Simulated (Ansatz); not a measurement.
## TlSbS3 (model cell, started as cubic perovskite with Sb in the octahedra): a soft mode frozen in

Wanted: the energy along a soft mode of TlSbS3 (model cell, started as cubic perovskite with Sb in the octahedra) and the structure at the end.

Calculated with Ansatz 0.2.0; DFT LDA, scalar-relativistic, plane waves, PAW; PAW set soft_1.

Most raw output is cut from this account.

The structure was built from a prototype and need not be the compound's stable phase.

## Step 1: Set-up

It takes space group Pm-3m (No. 221, cubic). Conventional cell: a = 4.956 Å, b = 4.956 Å, c = 4.956 Å, α = 90.00°, β = 90.00°, γ = 90.00°. Nearest to Tl lie 12 S at 3.50 Å. Nearest to Sb lie 6 S at 2.48 Å. S has 2 Sb at 2.48 Å nearest. Farther neighbours and most contacts between anions are not listed.

## Step 2: The dispersion

The cell comes from relaxations at this level that are not shown. Stability and thermal properties need the whole zone. Linear response on a 2×2×2 q mesh gives force constants as far as a supercell of that size would.

input.yaml

```yaml
crystal:
  lattice:
    - [4.9559718062, 0.0, 0.0]
    - [0.0, 4.9559718062, 0.0]
    - [0.0, 0.0, 4.9559718062]
  atoms:
    - { symbol: Tl, position: [0.0, 0.0, 0.0] }
    - { symbol: Sb, position: [0.5, 0.5, 0.5] }
    - { symbol: S, position: [0.5, 0.5, 0.0] }
    - { symbol: S, position: [0.5, 0.0, 0.5] }
    - { symbol: S, position: [0.0, 0.5, 0.5] }
kpoints:
  mp_grid: { grid: [8, 8, 8] }
hamiltonian:
  xc: lda
  pseudopotentials: { kind: paw, azcp: { folder: soft_1 }, xc_functional: pbe }
scf:
  occupations: { method: methfessel_paxton, width: 0.2 }
output:
  eigenvalues: true
phonons:
  method: dfpt
  qmesh: [2, 2, 2]
  temperatures: { t_max: 1000, t_step: 50 }
  qpath:
    path:
      - [[0.0, 0.0, 0.0], [0.0, 0.5, 0.0], [0.5, 0.5, 0.0], [0.0, 0.0, 0.0], [0.5, 0.5, 0.5], [0.0, 0.5, 0.0]]
      - [[0.5, 0.5, 0.5], [0.5, 0.5, 0.0]]
    npoints: 10
```

Command:

```
$ ansatz run input.yaml --threads 4 --pin off --max-ram 16384MiB --backend cpu --events-out ev --progress --plain --runs-dir out
```

Elapsed: 4.2 min, on 4 threads of Arm Neoverse V1, shared host; peak memory 1.3 GiB.

This step gave:

- volume per atom: 24.35 Å³
- gap on the k-mesh: 0 eV
- sum-rule residual before enforcement: 2.88e-5 eV/Å²
- lowest frequency on the path: -143.2 cm⁻¹
- point group: m-3m
- highest frequency on the path or at a solved wavevector: 352.4 cm⁻¹
- highest optical mode at the zone centre (no LO-TO term): 252.2 cm⁻¹
- lowest optical zone-centre mode: -122.6 cm⁻¹
- lowest mode on the q mesh (acoustic modes at Γ apart): -143.2 cm⁻¹

Frequencies (cm⁻¹) solved at each irreducible wavevector; negative means imaginary. Frequencies by wavevector, by row:

```
q in reciprocal lattice units  star  mode 1  mode 2  mode 3  mode 4  mode 13  mode 14  mode 15
                        0 0 0     1  -122.6  -122.6  -122.6   -98.7    252.2    252.2    252.2
                     0 0 -0.5     3  -126.5  -123.5  -115.2  -115.2    272.7    272.7    285.4
                  0 -0.5 -0.5     3  -143.2  -143.2  -111.6   -99.2    273.2    290.5    313.7
               -0.5 -0.5 -0.5     1  -141.1  -141.1  -141.1  -102.3    269.4    269.4    352.4
```

Interpolated from a 2×2×2 q mesh. The phonon branches at the labelled points (cm⁻¹):

```
    point  branch 1  branch 2  branch 3  branch 4  branch 12  branch 13  branch 14  branch 15
        Γ      -123      -123      -123       -99          0        252        252        252
  halfway      -122      -119      -119      -114        114        262        262        269
        X      -126      -124      -115      -115        162        273        273        285
  halfway      -134      -124      -118      -108        165        272        282        301
        M      -143      -143      -112       -99        168        273        290        314
  halfway      -124      -122      -116      -113        119        267        272        286
        Γ      -123      -123      -123       -99          0        252        252        252
  halfway      -121      -119      -119      -113        123        271        271        307
        R      -141      -141      -141      -102        174        269        269        352
  halfway      -128      -126      -126      -110        168        273        276        322
        X      -126      -124      -115      -115        162        273        273        285
jump to R      -141      -141      -141      -102        174        269        269        352
  halfway      -139      -139      -120      -107        171        271        277        337
        M      -143      -143      -112       -99        168        273        290        314
```

Symmetry leaves 4 wavevectors to solve. The lowest mode among them, the acoustic zeros apart, lies at q = (0, -0.5, -0.5) and is imaginary, 143.2i cm⁻¹, so the energy falls along it.

## Step 3: The mode frozen in, largest atomic shift 0 Å

The mode followed lies at q = (0, -0.5, -0.5) with frequency 143.2i cm⁻¹ and is 2-fold degenerate, the softest among the wavevectors solved. At small amplitude the distorted cell has space group no. 65 by a symmetry search on the positions. The undistorted cell that holds it gives the zero of energy on the same k mesh.

System of this step: TlSbS3 (model cell, started as cubic perovskite with Sb in the octahedra). It takes space group Pm-3m (No. 221, cubic). The conventional cell has a = 4.956 Å, b = 4.956 Å, c = 4.956 Å, α = 90.00°, β = 90.00°, γ = 90.00°. Nearest to Tl lie 12 S at 3.50 Å. Nearest to Sb lie 6 S at 2.48 Å. Nearest to S lie 2 Sb at 2.48 Å. S has 2 Sb at 2.48 Å nearest. Farther neighbours and most contacts between anions are not listed.

input.yaml

```yaml
crystal:
  lattice:
    - [-4.9559718062, 0.0, 0.0]
    - [0.0, -4.9559718062, -4.9559718062]
    - [0.0, -4.9559718062, 4.9559718062]
  atoms:
    - { symbol: Tl, position: [0.0, 0.5, 0.5] }
    - { symbol: Tl, position: [0.0, 0.0, 0.0] }
    - { symbol: Sb, position: [0.5, 0.0, 0.5] }
    - { symbol: Sb, position: [0.5, 0.5, 0.0] }
    - { symbol: S, position: [0.5, 0.25, 0.25] }
    - { symbol: S, position: [0.5, 0.75, 0.75] }
    - { symbol: S, position: [0.5, 0.25, 0.75] }
    - { symbol: S, position: [0.5, 0.75, 0.25] }
    - { symbol: S, position: [1.0, 0.0, 0.5] }
    - { symbol: S, position: [1.0, 0.5, 0.0] }
kpoints:
  mp_grid: { grid: [8, 6, 6] }
hamiltonian:
  xc: lda
  pseudopotentials: { kind: paw, azcp: { folder: soft_1 }, xc_functional: pbe }
scf:
  occupations: { method: methfessel_paxton, width: 0.2 }
output:
  forces: true
  stress: true
  eigenvalues: true
```

It took 14 s on 4 threads; peak memory 0.88 GiB; 55 s of CPU time.

This step gave:

* pressure: -0.04279 GPa
* energy from the undistorted cell: 0 meV/atom

The run ends at a pressure of -0.04 GPa.

## Step 4: The mode frozen in, largest atomic shift 0.6 Å

The atoms are moved along the unstable eigenvector, the largest shift by 0.6 Å, with the cell fixed.

input.yaml, the sections that differ from step 3:

```yaml
crystal:
  lattice:
    - [-4.9559718062, 0.0, 0.0]
    - [0.0, -4.9559718062, -4.9559718062]
    - [0.0, -4.9559718062, 4.9559718062]
  atoms:
    - { symbol: Tl, position: [0.0, 0.5020390324, 0.4979609676] }
    - { symbol: Tl, position: [0.0, -0.0020390324, 0.0020390324] }
    - { symbol: Sb, position: [0.5, 0.0070480477, 0.5070480477] }
    - { symbol: Sb, position: [0.5, 0.4929519523, -0.0070480477] }
    - { symbol: S, position: [0.5, 0.25, 0.25] }
    - { symbol: S, position: [0.5, 0.75, 0.75] }
    - { symbol: S, position: [0.5, 0.25, 0.75] }
    - { symbol: S, position: [0.5, 0.75, 0.25] }
    - { symbol: S, position: [1.0, -0.060533032, 0.439466968] }
    - { symbol: S, position: [1.0, 0.560533032, 0.060533032] }
# kpoints, hamiltonian, scf, output: as in step 3
```

It took 16 s on 4 threads; peak memory 0.97 GiB.

Numbers from this step:

```
pressure                         : -0.06974 GPa
energy from the undistorted cell : -40.61 meV/atom
```

The energy, extrapolated to zero smearing, is -40.61 meV/atom against the undistorted cell.

The run ends at a pressure of -0.07 GPa, with forces up to 0.51 eV/Å.

## Step 5: Energy along the mode, all amplitudes (two of the runs are shown above)

An imaginary frequency means negative curvature, so the energy should fall and then rise again as anharmonic terms take over.

This step gave:

- depth at the lowest point sampled: 40.61 meV/atom
- largest atomic shift at that point: 0.6 Å

The energy from the parent by largest atomic shift:

```
largest atomic shift (Å)  energy from the parent (meV/atom)
                   0.000                                  0
                   0.040                             -0.419
                   0.080                              -1.63
                   0.140                              -4.70
                   0.220                              -10.5
                   0.320                              -19.7
                   0.450                              -32.6
                   0.600                              -40.6
```

Displacement at unit largest shift by atom:

```
atom  x (Å)  y (Å)  z (Å)  size
 Tl1   0.00   0.00  -0.03  0.03
 Tl2   0.00   0.00   0.03  0.03
 Sb3   0.00  -0.12   0.00  0.12
 Sb4   0.00   0.12   0.00  0.12
  S5   0.00   0.00   0.00  0.00
  S6   0.00   0.00   0.00  0.00
  S7   0.00   0.00   0.00  0.00
  S8   0.00   0.00   0.00  0.00
  S9   0.00   1.00   0.00  1.00
 S10   0.00  -1.00   0.00  1.00
```

The lowest of the steps tried is the last one, at 0.6 Å, 40.6 meV/atom below the parent; the bottom of the well need not coincide with a step.

## Step 6: Relaxing from the distorted cell

Starting from the lowest point found, all atoms and the cell are let go, so that strain and other modes of the same symmetry can join in.

Changes to input.yaml since step 4:

```diff
@@ -27 +27,6 @@
   eigenvalues: true
+relax:
+  adjacent_minimum: "off"
+  f_tol: 0.002
+  max_steps: 120
+  cell: { stress_tol: 0.03 }
```

Run time: 3.7 min. Hardware: 4 threads; peak memory 1 GiB.

Step by step:

```
step  energy less that of the first step (eV)  largest force component (eV/Å)  pressure (GPa)  volume (Å³)
   1                                   0.0000                          0.5081           -0.07       243.45
   2                                  -0.1876                          0.1342            0.16       240.93
   3                                  -0.2568                          0.0910            0.12       238.82
   4                                  -0.2928                          0.0725           -0.06       237.37
   5                                  -0.3371                          0.1933            0.56       232.54
   6                                  -0.3481                          0.2442           -0.28       236.60
   7                                  -0.3632                          0.0504           -0.21       235.97
   8                                  -0.3630                          0.0907            0.19       234.12
   9                                  -0.3646                          0.0051            0.03       234.92
  10                                  -0.3646                          0.0022           -0.01       235.03
  11                                  -0.3646                          0.0002            0.00       235.02
 12*                                  -0.3664                          0.0004            0.01       235.02
  13                                  -0.3664                          0.0008            0.00       235.04
 14*                                  -0.3664                          0.0008            0.00       235.04
```

Relaxation steps marked * repeat the geometry before them on a plane-wave basis chosen anew for their cell, so energy and pressure can jump there. Relaxation step 8 was tried and not accepted.

Forces are held to the 8 operations that the run works with; a distortion that breaks them can't arise in this run.

```
     cell as run  before  after   change
           a (Å)   4.956  4.292  -13.4 %
           b (Å)   7.009  7.404   +5.6 %
           c (Å)   7.009  7.404   +5.6 %
           α (°)   90.00  87.60   -2.7 %
volume (Å³/atom)   24.35  23.50   -3.5 %
```

The atoms that moved most (Å, as changes of fractional coordinates times the final cell):

```
atom     dx      dy      dz  length
 S10  0.000  -0.528   0.000   0.528
  S9  0.000   0.528   0.000   0.528
 Tl2  0.000   0.000  -0.143   0.143
 Tl1  0.000   0.000   0.143   0.143
 Sb4  0.000   0.076   0.000   0.076
 Sb3  0.000  -0.076   0.000   0.076
```

Final coordinates:

```cif
data_structure
_symmetry_space_group_name_H-M 'P 1'
_symmetry_Int_Tables_number 1
_cell_length_a 4.2915
_cell_length_b 7.4039
_cell_length_c 7.4039
_cell_angle_alpha 87.602
_cell_angle_beta 90.000
_cell_angle_gamma 90.000
_cell_volume 235.04
loop_
_atom_site_label
_atom_site_type_symbol
_atom_site_fract_x
_atom_site_fract_y
_atom_site_fract_z
_atom_site_occupancy
Tl1 Tl 0.00000 0.48805 0.51195 1
Tl2 Tl 0.00000 0.01195 0.98805 1
Sb3 Sb 0.50000 0.01420 0.51420 1
Sb4 Sb 0.50000 0.48580 0.98580 1
S5 S 0.50000 0.25000 0.25000 1
S6 S 0.50000 0.75000 0.75000 1
S7 S 0.50000 0.25000 0.75000 1
S8 S 0.50000 0.75000 0.25000 1
S9 S 0.00000 0.89009 0.39009 1
S10 S 0.00000 0.60991 0.10991 1
```

This step gave:

| Item | Value |
| --- | --- |
| pressure | -4.63e-4 GPa |
| volume per atom | 23.50 Å³ |

The distorted start has space group Cmmm; the relaxation ends in Cmmm.

## Step 7: The new phase in its own primitive cell

The relaxed structure is symmetrised, reduced to its primitive cell and relaxed tightly, as its phonons need.

input.yaml, the sections that differ from step 6:

```yaml
crystal:
  lattice:
    - [5.1246739285, -5.3437342208, 0.0]
    - [5.1246739285, 5.3437342208, 0.0]
    - [0.0, 0.0, 4.2915052579]
  atoms:
    - { symbol: Tl, position: [0.2380518978, 0.2380518978, 0.0] }
    - { symbol: Tl, position: [0.7619481022, 0.7619481022, 0.0] }
    - { symbol: Sb, position: [0.2357964766, 0.7642035234, 0.5] }
    - { symbol: Sb, position: [0.7642035234, 0.2357964766, 0.5] }
    - { symbol: S, position: [0.5, 0.0, 0.5] }
    - { symbol: S, position: [0.0, 0.5, 0.5] }
    - { symbol: S, position: [0.0, 0.0, 0.5] }
    - { symbol: S, position: [0.5, 0.5, 0.5] }
    - { symbol: S, position: [0.3599105512, 0.6400894488, 0.0] }
    - { symbol: S, position: [0.6400894488, 0.3599105512, 0.0] }
kpoints:
  mp_grid: { grid: [6, 6, 8] }
relax:
  adjacent_minimum: "off"
  f_tol: 0.001
  max_steps: 60
  cell: { stress_tol: 0.01 }
# hamiltonian, scf, output: as in step 6
```

Wall time 38 s (4 threads); peak memory 0.98 GiB; 2.5 min of CPU time.

Little changed from the start: no atom moved by 0.005 Å and no cell edge by 0.1 %.

This step gave:

```
pressure : -4.02e-4 GPa
```

The largest force component left is 0.78 meV/Å and the pressure is 0.000 GPa, within the tolerances set. The cell now holds 23.50 Å³/atom.

## Step 8: Modes of the new phase, k-mesh 6×6×8

A relaxed structure may still be a saddle point, so its zone-centre modes are computed. No field response is asked, since the mesh shows no gap.

Changes to input.yaml since step 7:

```diff
@@ -24,9 +24,4 @@
 output:
-  forces: true
-  stress: true
   eigenvalues: true
-relax:
-  adjacent_minimum: "off"
-  f_tol: 0.001
-  max_steps: 60
-  cell: { stress_tol: 0.01 }
+phonons:
+  method: dfpt
```

It took 14 min on 4 threads; peak memory 3.8 GiB.

This step gave:

```yaml
sum_rule_residual_before_enforcement: 7.90e-5 eV/Å²
point_group: mmm
highest_optical_mode_at_the_zone_centre_no_lo_to_term: 269.0 cm⁻¹
lowest_optical_zone_centre_mode: -105.5 cm⁻¹
```

Patterns of degenerate modes are one choice out of their space. The modes at Γ (shares of kinetic energy by element, %) (negative means imaginary):

```
mode  frequency (cm⁻¹)  symmetry  Tl %  Sb %  S %
   1            -105.5       B3u     2    46   52
   2             -68.0       B1u     5     0   95
   3             -51.5       B3g     0    59   41
   4             -45.1       B3u     2    15   84
   5             -38.0       B2u    23     0   77
   6             -28.9        Au     0     0  100
   7             -27.0       B1u    16    45   39
   8               0.0  acoustic    48    29   23
   9               0.0  acoustic    48    29   23
  10               0.0  acoustic    48    29   23
  11              17.2       B2g   100     0    0
  12              17.4       B1g    97     2    1
  13              39.5       B1u    29     4   67
  14              52.5       B2u    28    46   26
  15              57.7        Ag    97     2    1
  16              77.6       B3u    39     9   52
  17              97.7       B3u     7     1   92
  18             102.0       B1u     2     0   98
  19             117.8       B3u     1     0   99
  20             136.7       B1g     0    68   32
  21             148.8       B2u     0     0  100
  22             158.7       B1g     3    30   67
  23             159.1        Ag     3    90    7
  24             175.7       B2u     0    17   83
  25             202.5       B3u     1     1   99
  26             204.7       B3g     0    41   59
  27             214.0       B2u     0     8   92
  28             235.0        Ag     0     8   92
  29             259.7       B1u     0    22   78
  30             269.0       B2u     0     0  100
```

Displacements in mode 1 (-105.5 cm⁻¹), the largest set to 1:
```
Tl1 -0.11  0.00  0.00
Tl2 -0.11  0.00  0.00
Sb3  0.65  0.00  0.00
Sb4  0.65  0.00  0.00
S5  -0.62  0.66  0.00
S6  -0.62 -0.66  0.00
S7  -1.00  0.00  0.00
S8   0.16  0.00  0.00
S9  -0.71  0.00  0.00
S10 -0.71  0.00  0.00
```

Displacements in mode 18 (102.0 cm⁻¹), the largest set to 1:
```
Tl1  0.00  0.00 -0.04
Tl2  0.00  0.00 -0.04
Sb3  0.00  0.00  0.02
Sb4  0.00  0.00  0.02
S5   0.00  0.00 -0.06
S6   0.00  0.00 -0.06
S7   0.00  0.00  1.00
S8   0.00  0.00 -0.50
S9   0.00  0.00  0.01
S10  0.00  0.00  0.01
```

Before it was imposed, the acoustic sum rule was missed by 7.9e-5 eV/Å². Small misses are needed for a sound result but don't prove that mesh and cutoff are converged. The lowest optical mode is imaginary, 105.5i cm⁻¹, so the energy falls along it.

## Step 9: Outcome

- unstable mode of the parent: q = (0, -0.5, -0.5), 143i cm⁻¹
- depth at the lowest point sampled: 40.6 meV/atom
- largest atomic shift at that point: 0.6 Å
- space group reached (within 0.01 Å): Cmmm
- energy gained over the parent (first relaxation, on the mesh of the frozen mode): 77.6 meV/atom
- volume per atom, phase reached: 23.5 Å³
- lowest optical zone-centre mode, phase reached: -105 cm⁻¹
- highest optical mode at the zone centre (no LO-TO term), phase reached: 269 cm⁻¹

Along this mode the structure falls into Cmmm, 77.6 meV/atom below the parent. At the parent's cell the well is 40.61 meV/atom deep on the steps tried, with its lowest point at a shift of 0.6 Å. That is the last step tried, so the steps alone don't bracket the bottom of the well. Relaxing atoms and cell changes the gain by +36.97 meV/atom against the lowest step (energies at zero smearing). The new phase still has an imaginary mode at the zone centre of its cell, so it is a saddle point on the way to a lower structure. Of the 6 patterns followed to their end from this parent, this one ends 89.9 meV/atom above the lowest, Imma. Each path keeps the symmetry of its pattern, so a lower phase may lie along a pattern not tried. With no gap, or one that is small against the smearing, the frequencies hang on the k mesh and the smearing, most of all near Kohn anomalies. Spin-orbit coupling is left out, which can matter for the heavy elements here. The PAW files were made for PBE and serve the other functionals too. The starting cell was built on a prototype and not taken from a measurement, so the phase need not exist.

[Logs are printed without paths, hosts, clocks, repeated set-up lines and the standing remarks that a program may print on its own settings, such as how far it seeks lower states.]

[Hosts, paths, dates, database ids (printed as entryN), source tags and the programs' standing remarks are cut or masked in the printed files.]
